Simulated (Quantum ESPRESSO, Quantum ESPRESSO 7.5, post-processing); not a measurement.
## Ti(0001), 4 layers: solver and mixing choices

Which eigensolver and mixing suits Ti(0001), 4 layers? The physics should not care; the clock does.

Main program and level: Quantum ESPRESSO 7.5; plane-wave DFT, PBE, GBRV ultrasoft pseudopotentials.

Report form: the programs' logs are mostly left out.

## 1. Set-up

The cell holds 4 atoms: 4 Ti. Its edges and angles: a = 2.950 Å, b = 2.950 Å, c = 23.027 Å, α = 90.0°, β = 90.0°, γ = 60.0°. It derives from Ti. Vacuum lies along c.

## 2. Self-consistent run: david, local-TF mixing, beta 0.4, history 8

The first run is the reference of the series.

The input, c0.in:

```
&control
  prefix = 'c0'
  outdir = './out'
  pseudo_dir = './pseudo'
  calculation = 'scf'
  tprnfor = .true.
/
&system
  ibrav = 0
  nat = 4
  ntyp = 1
  ecutwfc = 40
  ecutrho = 200
  occupations = 'smearing'
  smearing = 'mv'
  degauss = 0.02
  assume_isolated = 'esm'
  esm_bc = 'bc1'
/
&electrons
  conv_thr = 1e-07
  mixing_beta = 0.4
  electron_maxstep = 80
  mixing_mode = 'local-TF'
  diagonalization = 'david'
  mixing_ndim = 8
/
ATOMIC_SPECIES
  Ti  47.8670  ti_pbe_v1.4.uspp.F.UPF
CELL_PARAMETERS angstrom
  2.95000000000000 0.00000000000000 0.00000000000000
  1.47500000000000 2.55477494116409 0.00000000000000
  0.00000000000000 0.00000000000000 23.02690000000000
ATOMIC_POSITIONS crystal
  Ti  0.666666666700 0.666666666700 -0.152580243107
  Ti  0.000000000000 0.000000000000 -0.050860081036
  Ti  0.666666666700 0.666666666700 0.050860081036
  Ti  0.000000000000 0.000000000000 0.152580243107
K_POINTS automatic
  12 12 1 0 0 0
```

Started as:

```sh
$ OMP_NUM_THREADS=1 mpirun -n 4 pw.x -nk 4 -in c0.in > c0.out
```

Run time: 32 s. Hardware: 4 MPI ranks of Intel Xeon 6975P-C (Granite Rapids), shared host; peak memory 0.44 GiB; 2.1 min of CPU time.

Numbers from this step:

| Property | Result |
| --- | --- |
| free energy | -6487.9880 eV |
| Fermi energy | -4.432 eV |
| vacuum line at the lower end of the cell, over the Fermi level | 4.432 eV |
| vacuum line at the upper end of the cell, over the Fermi level | 4.432 eV |

The potential energy, planar mean oscillates, so the rows of the table below give means over windows of 1 Å about each position, cut where the curve ends. Its maxima inside the range that stand out by 2 % of the span (Å: eV): -2.3: -0.216, 0.0: -0.366, 2.3: -0.216. Its minima: -3.6: -19.5, -1.1: -19.4, 1.1: -19.4, 3.6: -19.5.

Electrostatic potential energy of an electron; zero at the Fermi level. Potential energy, planar mean against z; means over each step:

z (Å), potential energy, planar mean (eV) and a bar from the least value:
```
      -11        4.4 ##############################
      -10        4.4 ##############################
       -9        4.4 ##############################
       -8        4.4 ##############################
       -7        4.4 ##############################
       -6        4.1 ##############################
       -5        2.1 ##########################
       -4      -10.7 #######
       -3       -9.8 ########
       -2       -4.3 ################
       -1      -14.9 
        0       -2.0 ####################
        1      -14.9 
        2       -4.3 ################
        3       -9.8 ########
        4      -10.7 #######
        5        2.1 ##########################
        6        4.1 ##############################
        7        4.4 ##############################
        8        4.4 ##############################
        9        4.4 ##############################
       10        4.4 ##############################
       11        4.4 ##############################
```

The program's own clock; routines nest. Time by routine:

```tsv
routine	wall time (s)	calls
PWSCF	31.63	1
electrons	29.47	1
c_bands	20.69	26
cegterg	17.21	131
h_psi	12.32	1326
vloc_psi	10.11	1326
fftw	9.79	28808
mix_rho	3.84	26
sum_band	3.05	26
ffts	2.18	3128
init_run	1.94	1
calbec	1.44	1476
h_psi:calbec	1.15	1326
add_vuspsi	0.99	1326
```

The vacuum levels are read from the outermost 0.7 Å of the cell on either side.

The run needed 26 iterations to bring the estimated error under 1e-07 Ry; the largest force on any atom, held or free, is 0.67 eV/Å.

Inside the slab this potential holds the local part of the pseudopotentials, which can be repulsive at the nuclei; only its value in the vacuum has a meaning of its own.

## 3. Ground state: david, plain mixing, beta 0.4, history 8

c1.in is the input of step 2 with these lines changed:

```diff
@@ -1,3 +1,3 @@
 &control
-  prefix = 'c0'
+  prefix = 'c1'
   outdir = './out'
@@ -23,3 +23,3 @@
   electron_maxstep = 80
-  mixing_mode = 'local-TF'
+  mixing_mode = 'plain'
   diagonalization = 'david'
```

Started as:

```sh
$ OMP_NUM_THREADS=1 mpirun -n 4 pw.x -nk 4 -in c1.in > c1.out
```

The job ended after 35 s (4 MPI ranks; peak memory 0.43 GiB).

Read from the output:

```
Fermi energy                                                   : -4.433 eV
vacuum line at the lower end of the cell, over the Fermi level : 4.433 eV
vacuum line at the upper end of the cell, over the Fermi level : 4.433 eV
```

The program's own clock; routines nest. Time by routine:

```tsv
routine	wall time (s)	calls
PWSCF	34.19	1
electrons	32.01	1
c_bands	24.27	39
cegterg	19.36	195
h_psi	14.36	1260
vloc_psi	11.93	1260
fftw	11.83	35217
sum_band	4.6	39
init_run	1.95	1
calbec	1.67	1475
newd	1.43	40
v_of_rho	1.38	40
h_psi:calbec	1.25	1260
add_vuspsi	1.09	1260
```

Counted from each run's own zero (the Fermi level), the vacuum level differs from the first run's by +1 meV.

## 4. Self-consistent run: david, plain mixing, beta 0.7, history 8

c2.in is the input of step 3 with these lines changed:

```diff
@@ -1,3 +1,3 @@
 &control
-  prefix = 'c1'
+  prefix = 'c2'
   outdir = './out'
@@ -21,3 +21,3 @@
   conv_thr = 1e-07
-  mixing_beta = 0.4
+  mixing_beta = 0.7
   electron_maxstep = 80
```

Started as:

```sh
$ OMP_NUM_THREADS=1 mpirun -n 4 pw.x -nk 4 -in c2.in > c2.out
```

The job ended after 25 s (4 MPI ranks; peak memory 0.41 GiB).

This step gave:

| Property | Result |
| --- | --- |
| vacuum line at the upper end of the cell, over the Fermi level | 4.432 eV |

The program's own clock; routines nest. Time by routine:

```tsv
routine	wall time (s)	calls
PWSCF	24.68	1
electrons	22.5	1
c_bands	18.37	21
cegterg	14.64	106
h_psi	10.42	1171
vloc_psi	8.53	1171
fftw	8.26	24639
sum_band	2.49	21
init_run	1.94	1
calbec	1.23	1296
h_psi:calbec	0.98	1171
add_vuspsi	0.85	1171
s_psi	0.82	1171
v_of_rho	0.77	22
```

Counted from each run's own zero (the Fermi level), the vacuum level differs from the first run's by +0 meV.

## 5. Ground state: david, TF mixing, beta 0.4, history 8

c3.in is the input of step 4 with these lines changed:

```diff
@@ -1,3 +1,3 @@
 &control
-  prefix = 'c2'
+  prefix = 'c3'
   outdir = './out'
@@ -21,5 +21,5 @@
   conv_thr = 1e-07
-  mixing_beta = 0.7
+  mixing_beta = 0.4
   electron_maxstep = 80
-  mixing_mode = 'plain'
+  mixing_mode = 'TF'
   diagonalization = 'david'
```

Started as:

```sh
$ OMP_NUM_THREADS=1 mpirun -n 4 pw.x -nk 4 -in c3.in > c3.out
```

Wall time 48 s (4 MPI ranks); peak memory 0.47 GiB; 3.2 min of CPU time.

Numbers from this step:

- Fermi energy: -4.434 eV
- vacuum line at the lower end of the cell, over the Fermi level: 4.434 eV
- vacuum line at the upper end of the cell, over the Fermi level: 4.433 eV

The program's own clock; routines nest. Time by routine:

```tsv
routine	wall time (s)	calls
PWSCF	47.23	1
electrons	45.06	1
c_bands	35.47	49
cegterg	29.87	246
h_psi	21.19	2105
vloc_psi	17.41	2105
fftw	16.86	51335
sum_band	5.73	49
calbec	2.47	2370
h_psi:calbec	1.95	2105
init_run	1.94	1
v_of_rho	1.75	50
add_vuspsi	1.69	2105
newd	1.67	50
```

Counted from each run's own zero (the Fermi level), the vacuum level differs from the first run's by +1 meV.

## 6. Ground state: david, local-TF mixing, beta 0.7, history 8

c4.in is the input of step 5 with these lines changed:

```diff
@@ -1,3 +1,3 @@
 &control
-  prefix = 'c3'
+  prefix = 'c4'
   outdir = './out'
@@ -21,5 +21,5 @@
   conv_thr = 1e-07
-  mixing_beta = 0.4
+  mixing_beta = 0.7
   electron_maxstep = 80
-  mixing_mode = 'TF'
+  mixing_mode = 'local-TF'
   diagonalization = 'david'
```

Started as:

```sh
$ OMP_NUM_THREADS=1 mpirun -n 4 pw.x -nk 4 -in c4.in > c4.out
```

It took 30 s on 4 MPI ranks; peak memory 0.51 GiB.

Numbers from this step:

- vacuum line at the upper end of the cell, over the Fermi level: 4.434 eV

The program's own clock; routines nest. Time by routine:

```tsv
routine	wall time (s)	calls
PWSCF	29.78	1
electrons	27.53	1
c_bands	18.97	25
cegterg	15.47	125
h_psi	11.21	1154
vloc_psi	9.21	1154
fftw	8.96	26665
mix_rho	3.66	25
sum_band	3.02	25
ffts	2.11	3003
init_run	1.99	1
calbec	1.32	1299
h_psi:calbec	1.03	1154
newd	0.95	26
```

Counted from each run's own zero (the Fermi level), the vacuum level differs from the first run's by +1 meV.

## 7. Self-consistent run: david, local-TF mixing, beta 0.2, history 8

c5.in is the input of step 6 with these lines changed:

```diff
@@ -1,3 +1,3 @@
 &control
-  prefix = 'c4'
+  prefix = 'c5'
   outdir = './out'
@@ -21,3 +21,3 @@
   conv_thr = 1e-07
-  mixing_beta = 0.7
+  mixing_beta = 0.2
   electron_maxstep = 80
```

Started as:

```sh
$ OMP_NUM_THREADS=1 mpirun -n 4 pw.x -nk 4 -in c5.in > c5.out
```

It took 40 s on 4 MPI ranks; peak memory 0.53 GiB.

Read from the output:

| Property | Result |
| --- | --- |
| Fermi energy | -4.432 eV |
| vacuum line at the lower end of the cell, over the Fermi level | 4.432 eV |
| vacuum line at the upper end of the cell, over the Fermi level | 4.432 eV |

The program's own clock; routines nest. Time by routine:

```tsv
routine	wall time (s)	calls
PWSCF	38.85	1
electrons	36.63	1
c_bands	24.71	34
cegterg	20.81	170
h_psi	15.1	1388
vloc_psi	12.49	1388
fftw	12.2	35348
mix_rho	5.24	34
sum_band	4.12	34
ffts	2.67	4128
init_run	1.97	1
calbec	1.72	1578
h_psi:calbec	1.34	1388
newd	1.27	35
```

Counted from each run's own zero (the Fermi level), the vacuum level differs from the first run's by +0 meV.

## 8. Self-consistent run: david, local-TF mixing, beta 0.4, history 4

c6.in is the input of step 7 with these lines changed:

```diff
@@ -1,3 +1,3 @@
 &control
-  prefix = 'c5'
+  prefix = 'c6'
   outdir = './out'
@@ -21,3 +21,3 @@
   conv_thr = 1e-07
-  mixing_beta = 0.2
+  mixing_beta = 0.4
   electron_maxstep = 80
@@ -25,3 +25,3 @@
   diagonalization = 'david'
-  mixing_ndim = 8
+  mixing_ndim = 4
 /
```

Started as:

```sh
$ OMP_NUM_THREADS=1 mpirun -n 4 pw.x -nk 4 -in c6.in > c6.out
```

Elapsed: 28 s, on 4 MPI ranks; peak memory 0.41 GiB; 1.8 min of CPU time.

This step gave:

| Item | Value |
| --- | --- |
| Fermi energy | -4.427 eV |
| vacuum line at the lower end of the cell, over the Fermi level | 4.427 eV |
| vacuum line at the upper end of the cell, over the Fermi level | 4.427 eV |

The program's own clock; routines nest. Time by routine:

```tsv
routine	wall time (s)	calls
PWSCF	26.88	1
electrons	24.69	1
c_bands	17.59	21
cegterg	14.47	105
h_psi	10.42	1130
vloc_psi	8.59	1130
fftw	8.36	24049
mix_rho	3.07	21
sum_band	2.46	21
init_run	1.97	1
ffts	1.91	2503
calbec	1.19	1255
h_psi:calbec	0.95	1130
add_vuspsi	0.82	1130
```

Counted from each run's own zero (the Fermi level), the vacuum level differs from the first run's by -5 meV.

## 9. Ground state: cg, local-TF mixing, beta 0.4, history 8

c7.in is the input of step 8 with these lines changed:

```diff
@@ -1,3 +1,3 @@
 &control
-  prefix = 'c6'
+  prefix = 'c7'
   outdir = './out'
@@ -24,4 +24,4 @@
   mixing_mode = 'local-TF'
-  diagonalization = 'david'
-  mixing_ndim = 4
+  diagonalization = 'cg'
+  mixing_ndim = 8
 /
```

Started as:

```sh
$ OMP_NUM_THREADS=1 mpirun -n 4 pw.x -nk 4 -in c7.in > c7.out
```

Run time: 36 s. Hardware: 4 MPI ranks; peak memory 0.42 GiB; 2.4 min of CPU time.

This step gave:

```
Fermi energy                                                   : -4.433 eV
vacuum line at the lower end of the cell, over the Fermi level : 4.433 eV
vacuum line at the upper end of the cell, over the Fermi level : 4.433 eV
```

The program's own clock; routines nest. Time by routine:

```tsv
routine	wall time (s)	calls
PWSCF	35.76	1
electrons	33.6	1
c_bands	24.99	24
ccgdiagg	20.25	120
h_psi	16.19	8724
hs_1psi	14.65	8604
vloc_psi	10.39	8724
fftw	9.59	27758
calbec	4.58	17468
s_psi	4.34	17328
wfcrot	4.31	120
s_1psi	4.19	8604
mix_rho	3.85	24
add_vuspsi	3.4	8724
```

Counted from each run's own zero (the Fermi level), the vacuum level differs from the first run's by +1 meV.

## 10. SCF with pw.x: ppcg, local-TF mixing, beta 0.4, history 8

c8.in is the input of step 9 with these lines changed:

```diff
@@ -1,3 +1,3 @@
 &control
-  prefix = 'c7'
+  prefix = 'c8'
   outdir = './out'
@@ -24,3 +24,3 @@
   mixing_mode = 'local-TF'
-  diagonalization = 'cg'
+  diagonalization = 'ppcg'
   mixing_ndim = 8
```

Started as:

```sh
$ OMP_NUM_THREADS=1 mpirun -n 4 pw.x -nk 4 -in c8.in > c8.out
```

It took 0.64 s on 4 MPI ranks; peak memory 0.09 GiB.

The program refused the input before any cycle.

The fault put into the input: an eigensolver that this release has dropped (electrons.diagonalization = "ppcg").

The message: “iosys (1): PPCG diagonalization not supported anymore (Dec. 2024)”. This release no longer has that solver; david, paro or rmm-davidson serve.

## 11. Self-consistent run: paro, local-TF mixing, beta 0.4, history 8

c9.in is the input of step 10 with these lines changed:

```diff
@@ -1,3 +1,3 @@
 &control
-  prefix = 'c8'
+  prefix = 'c9'
   outdir = './out'
@@ -24,3 +24,3 @@
   mixing_mode = 'local-TF'
-  diagonalization = 'ppcg'
+  diagonalization = 'paro'
   mixing_ndim = 8
```

Started as:

```sh
$ OMP_NUM_THREADS=1 mpirun -n 4 pw.x -nk 4 -in c9.in > c9.out
```

It took 47 s on 4 MPI ranks; peak memory 0.43 GiB.

Numbers from this step:

| Item | Value |
| --- | --- |
| Fermi energy | -4.434 eV |
| vacuum line at the lower end of the cell, over the Fermi level | 4.434 eV |
| vacuum line at the upper end of the cell, over the Fermi level | 4.434 eV |

The program's own clock; routines nest. Time by routine:

```tsv
routine	wall time (s)	calls
PWSCF	46.39	1
electrons	44.22	1
c_bands	38.75	16
paro_k	30.69	80
h_psi	20.12	2394
vloc_psi	16.42	2394
fftw	14.73	42292
mix_rho	2.25	16
calbec	2.17	2494
sum_band	1.99	16
h_psi:calbec	1.97	2394
init_run	1.95	1
s_psi	1.6	2394
add_vuspsi	1.6	2394
```

Counted from each run's own zero (the Fermi level), the vacuum level differs from the first run's by +2 meV.

## 12. Self-consistent run: rmm-davidson, local-TF mixing, beta 0.4, history 8

c10.in is the input of step 11 with these lines changed:

```diff
@@ -1,3 +1,3 @@
 &control
-  prefix = 'c9'
+  prefix = 'c10'
   outdir = './out'
@@ -24,3 +24,3 @@
   mixing_mode = 'local-TF'
-  diagonalization = 'paro'
+  diagonalization = 'rmm-davidson'
   mixing_ndim = 8
```

Started as:

```sh
$ OMP_NUM_THREADS=1 mpirun -n 4 pw.x -nk 4 -in c10.in > c10.out
```

It took 25 s on 4 MPI ranks; peak memory 0.51 GiB.

The program's own clock; routines nest. Time by routine:

```tsv
routine	wall time (s)	calls
PWSCF	24.08	1
electrons	21.88	1
c_bands	14.56	22
h_psi	9.34	804
vloc_psi	7.76	804
fftw	7.62	22580
crmmdiagg	4.42	80
wfcrot	3.2	85
mix_rho	3.15	22
sum_band	2.57	22
init_run	1.98	1
ffts	1.9	2628
calbec	1.08	934
newd	0.84	23
```

Counted from each run's own zero (the Fermi level), the vacuum level differs from the first run's by +1 meV.

## 13. The series side by side

All levels:

```tsv
level	vacuum level over the Fermi level (eV)	its change from the first (meV)	energy from the first (meV an atom)	SCF iterations	wall time (s)	peak memory (GiB)	CPU time (s)
david, local-TF mixing, beta 0.4, history 8	4.432	0	0	26	32.35	0.44	128.4
david, plain mixing, beta 0.4, history 8	4.433	0.8	0.002687	39	34.87	0.43	138.6
david, plain mixing, beta 0.7, history 8	4.432	0.3017	5.44e-4	21	25.37	0.41	100.6
david, TF mixing, beta 0.4, history 8	4.433	1.302	3.40e-5	49	47.91	0.47	190.8
david, local-TF mixing, beta 0.7, history 8	4.434	1.402	1.70e-4	25	30.46	0.51	121
david, local-TF mixing, beta 0.2, history 8	4.432	0.2017	1.70e-4	34	39.54	0.53	157.2
david, local-TF mixing, beta 0.4, history 4	4.427	-5.3	7.82e-4	21	27.57	0.41	109.4
cg, local-TF mixing, beta 0.4, history 8	4.433	0.7	-1.02e-4	24	36.45	0.42	144.9
paro, local-TF mixing, beta 0.4, history 8	4.434	2.102	-1.70e-4	16	47.07	0.43	187.4
rmm-davidson, local-TF mixing, beta 0.4, history 8	4.434	1.402	0.001531	22	24.77	0.51	98.2
```

## 14. Summary of results

| Item | Value |
| --- | --- |
| fastest | rmm-davidson, local-TF mixing, beta 0.4, history 8: 25 s, 22 iterations |
| slowest that converged | david, TF mixing, beta 0.4, history 8: 48 s, 49 iterations |
| fewest iterations | paro, local-TF mixing, beta 0.4, history 8: 16 |
| largest change of the vacuum level | 5 meV |

In words: The fastest choice is rmm-davidson, local-TF mixing, beta 0.4, history 8: 25 s, 22 iterations. The converged runs took 16 to 49 iterations and agree within 7 meV in the vacuum level; counts also move with the parallel layout and the random start, so differences of a few iterations rank nothing. Refused or stopped by an error: ppcg, local-TF mixing, beta 0.4, history 8. The times come from a shared host and are rough. Peak memory is sampled during the run and can miss the peak. The geometry is as built, not relaxed.

[Logs are printed without paths, hosts, clocks, repeated set-up lines and the standing remarks that a program may print on its own settings, such as how far it seeks lower states.]

[Hosts, paths, dates, database ids (printed as entryN), source tags and the programs' standing remarks are cut or masked in the printed files.]

[Maps of the electrostatic potential energy from Ansatz leave out the sawtooth potential of an applied field or a dipole correction, so their vacuum need not be flat; planar profiles and work functions include it.]
